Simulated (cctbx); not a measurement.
**Lu2Ga6Fe2Ni across an absorption edge**

Space group Cmmm (no. 65), a = 8.9690 Å, b = 10.2260 Å, c = 4.0240 Å, α = 90.00°, β = 90.00°, γ = 90.00°.

```csv
atom,mult.,x,y,z,Ueq (Å²)
Lu1,4,1/2,0.2263,0,0.0029
Ga1,4,0.6239,0,1/2,0.0051
Ga2,8,0.7589,0.1527,1/2,0.0043
Ni1,2,0,0,1/2,0.0049
Fe1,4,0.7742,0,0,0.0041
```

This is a model crystal, built by substitution and not relaxed, with assumed displacement parameters.

Calculated with cctbx: free-atom f′ and f″ from the Sasaki tables, no fine structure; amplitudes in electrons.

| E (eV) | F 0 4 0 | F 1 1 1 | F 0 2 1 | F 1 3 0 |
| --- | --- | --- | --- | --- |
| 6512 | 241.9 | 2.2 | 220.0 | 72.4 |
| 6862 | 237.4 | 2.2 | 221.4 | 71.2 |
| 6992 | 233.9 | 2.3 | 223.5 | 70.5 |
| 7052 | 230.7 | 2.5 | 226.1 | 69.9 |
| 7082 | 227.9 | 2.8 | 228.6 | 69.4 |
| 7097 | 224.9 | 3.1 | 231.4 | 69.0 |
| 7104 | 222.3 | 3.4 | 234.0 | 68.6 |
| 7108 | 219.5 | 3.7 | 236.7 | 68.1 |
| 7116 | 220.2 | 3.4 | 236.7 | 68.3 |
| 7120 | 223.5 | 2.9 | 233.4 | 68.7 |
| 7127 | 226.3 | 2.4 | 230.4 | 69.2 |
| 7142 | 229.4 | 1.9 | 227.1 | 69.6 |
| 7172 | 232.3 | 1.4 | 223.9 | 70.0 |
| 7262 | 236.1 | 0.6 | 219.0 | 70.4 |
| 7512 | 239.0 | 0.5 | 212.8 | 70.3 |

**Question.** Which edge is crossed, and why do the reflections move as they do?

The K edge of Fe. The edge is at 7112 eV. f′ of Fe falls from -3.8 e at 6992 eV to -7.3 e at 4 eV below it, and f″ steps from 0.47 to 3.94 e across it. Over that approach |F| changes by -6 % (0 4 0), +61 % (1 1 1), +6 % (0 2 1) and -3 % (1 3 0): a reflection falls where Fe scatters in phase with the total and rises where it scatters against it; it hardly moves where the Fe term is small or cancels by symmetry. Above the edge the larger f″ enters the imaginary part, where it can add to or cancel the other atoms' f″. The structure is centrosymmetric, so Friedel mates stay equal.

[Logs are printed without paths, hosts, clocks, repeated set-up lines and the standing remarks that a program may print on its own settings, such as how far it seeks lower states.]
